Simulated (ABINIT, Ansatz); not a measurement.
# CaAlSiH (P3m1): changed settings of a GW run in ABINIT

A base run on CaAlSiH (P3m1), then changed inputs.

Calculated with ABINIT 10.8.3; PBEsol and many-body steps on it, plane waves.

Report form: the programs' logs are mostly left out.

### Step 1. The starting structure

Symmetry: P3m1, No. 156, trigonal system. The conventional cell has a = 4.143 Å, b = 4.143 Å, c = 4.698 Å, α = 90.00°, β = 90.00°, γ = 120.00°. Nearest to Ca lie 3 H at 2.42 Å and 3 Si at 3.14 Å. Nearest to Al lie 1 H at 1.75 Å and 3 Si at 2.45 Å. Nearest to Si lie 3 Al at 2.45 Å and 3 Ca at 3.14 Å. Nearest to H lie 1 Al at 1.75 Å and 3 Ca at 2.42 Å. Farther neighbours are not listed.

The cell and positions are those that the Materials Project relaxed with its own functionals (PBE, PBE+U or r2SCAN), kept fixed.

### Step 2. Screening, 3×3×4 mesh, 55 bands, screening to 114.3 eV

This step: ABINIT 10.8.3; RPA screening on PBEsol, plane waves, norm-conserving pseudopotentials.

The RPA dielectric matrix is built and inverted for each q.

Input file run.abi:

```
acell 3*1.0 Angstrom
rprim 
  4.143280229474 0.000000000031 0.000000000000
  -2.071640114764 3.588185933707 0.000000000000
  0.000000000000 0.000000000000 4.698226000000
ntypat 4
znucl 20 13 14 1
natom 4
typat 1 2 3 4
xred 
  0.000000000000 0.000000000000 0.999921000000
  0.666666666667 0.333333333333 0.457112000000
  0.333333333333 0.666666666667 0.565892000000
  0.666666666667 0.333333333333 0.083775000000
pp_dirpath "pseudos"
pseudos "Ca.upf, Al.upf, Si.upf, H.upf"
ecut 32
ngkpt 3 3 4
nshiftk 1
shiftk 0 0 0
kptopt 1
chksymbreak 0
istwfk *1
occopt 1
irdwfk 1
optdriver 3
nband 55
ecuteps 4.2
inclvkb 2
awtr 1
symchi 1
indata_prefix "in"
outdata_prefix "out"
tmpdata_prefix "tmp"
```

On the command line:

```
$ OMP_NUM_THREADS=1 mpirun -n 4 abinit run.abi > log
```

Run time: 17 s. Hardware: 4 MPI ranks of Intel Xeon Platinum 8259CL at 2.50GHz (Skylake/Cascade Lake), shared host; peak memory 0.6 GiB.

Numbers from this step:

```yaml
eps_infinity_with_local_fields_on_this_mesh_along_the_program_s_q_direction: 21.41
the_same_without_local_fields: 24.23
plasma_frequency: 18.85 eV
plane_waves_in_the_screening_matrix: 213
```

Local fields lower ε∞ by 12 %. On a Γ-centred mesh this coarse the value itself is usually too large, while a short band sum pulls it down.

### Step 3. Base

The self-energy is evaluated for the states that the input lists, and the levels follow from it, in one-shot runs by the linearised quasiparticle equation.

This step: G0W0 on PBEsol, plane waves, norm-conserving pseudopotentials.

run.abi, as its differences from that of step 2:

```diff
@@ -25,8 +25,19 @@
 irdwfk 1
-optdriver 3
+optdriver 4
 nband 55
+gwcalctyp 0
+ecutsigx 32
+symsigma 1
+nkptgw 3
+kptgw 
+  0.0000000000 0.0000000000 0.5000000000
+  -0.3333333333 0.0000000000 0.2500000000
+  0.0000000000 0.0000000000 0.0000000000
+bdgw 
+  7 11
+  8 11
+  8 12
 ecuteps 4.2
-inclvkb 2
-awtr 1
-symchi 1
+irdscr 1
+ppmodel 1
 indata_prefix "in"
```

Run time: 12 s. Hardware: 4 MPI ranks; peak memory 0.63 GiB.

This step gave:

| Item | Value |
| --- | --- |
| G0W0 gap on the points computed | 1.195 eV |
| starting gap on the mesh | 0.5729 eV |
| k of the valence top | 0, 0, 0.5 |
| k of the conduction bottom | -0.3333, 0, 0.25 |
| Z at the valence top | 0.765 |
| Z at the conduction bottom | 0.775 |
| least direct G0W0 gap on the computed points | 2.253 eV |

The gap on the mesh goes from 0.57 eV to 1.20 eV, a correction of +0.62 eV.

### Step 4. Broadening of the poles

run.abi, as its differences from that of step 3:

```diff
@@ -42,2 +42,3 @@
 ppmodel 1
+zcut 0.5 eV
 indata_prefix "in"
```

The job ended after 12 s (4 MPI ranks; peak memory 0.63 GiB).

Numbers from this step:

```
G0W0 gap on the points computed              : 1.195 eV
starting gap on the mesh                     : 0.5729 eV
k of the valence top                         : 0, 0, 0.5
k of the conduction bottom                   : -0.3333, 0, 0.25
Z at the valence top                         : 0.766
Z at the conduction bottom                   : 0.774
least direct G0W0 gap on the computed points : 2.253 eV
```

Against G0W0 in ABINIT (3×3×4 mesh, 55 bands, screening to 114.3 eV, Godby-Needs plasmon pole), the gap moves by +0.000 eV.

### Step 5. More bands than the file holds

run.abi, as its differences from that of step 4:

```diff
@@ -26,3 +26,3 @@
 optdriver 4
-nband 55
+nband 366
 gwcalctyp 0
@@ -42,3 +42,2 @@
 ppmodel 1
-zcut 0.5 eV
 indata_prefix "in"
```

The job ended after 3.5 s (4 MPI ranks; peak memory 0.21 GiB).

The run stopped with an error after 3.5 s.

The program's words: Number of bands stored WFK file is less than required. WFK mband: 130, self-energy nband: 366

The fault put into this input: more bands than the file holds.

### Step 6. Side by side

Times are wall times on 4 MPI ranks of Intel Xeon Platinum 8259CL at 2.50GHz (Skylake/Cascade Lake), shared host, good to a factor of about two. A run's time includes the screening step that it read.

```tsv
run	mesh	bands	screening cutoff (eV)	DFT gap (eV)	gap on the mesh (eV)	direct (eV)	ε∞ used	time
base	3×3×4	55	114.3	0.573	1.195	2.253	21.41	29 s
broadening of the poles	3×3×4	55	114.3	0.573	1.195	2.253	21.41	29 s
```

### Step 7. Outcome

```
base                    : 1.195 eV
broadening of the poles : 1.195 eV
known limits            : not at the basis limit; coarse k mesh
```

What this shows: Broadening of the poles: no change against base (keys changed: zcut). Bands and cutoff are finite, so the gap is not at the basis limit. The miss can reach some tenths of an eV and take either sign; the mesh is an error of its own. In the G0W0 runs levels were corrected at 3 k points alone, so a gap called «on the mesh» is the least over those, and an edge elsewhere would be missed. A denser mesh or path gives a starting gap of 0.29 eV: the GW mesh misses a band edge, so its gaps are not the fundamental one. The 3×3×4 mesh is coarse for this cell, which bears on the long-range parts of exchange and screening.

[Paths, hosts, dates, memory and timing lines, banners, echoed tables and standing remarks are left out of the program output.]

[Logs are printed without paths, hosts, clocks, repeated set-up lines and the standing remarks that a program may print on its own settings, such as how far it seeks lower states.]

[Runs of the session that timed out or met a known fault of the program may be left out.]

[Hosts, paths, dates, database ids (printed as entryN), source tags and the programs' standing remarks are cut or masked in the printed files.]

[G0W0 gaps are taken among the corrected bands and points alone; a level outside them can change the order at an edge.]

[Where Ansatz stands beside ABINIT at settings called matched, ABINIT's density can come from a denser mesh and the files from another edition; pairs whose starting gaps differed by over 0.03 eV were left out, so agreement reads better than it is.]
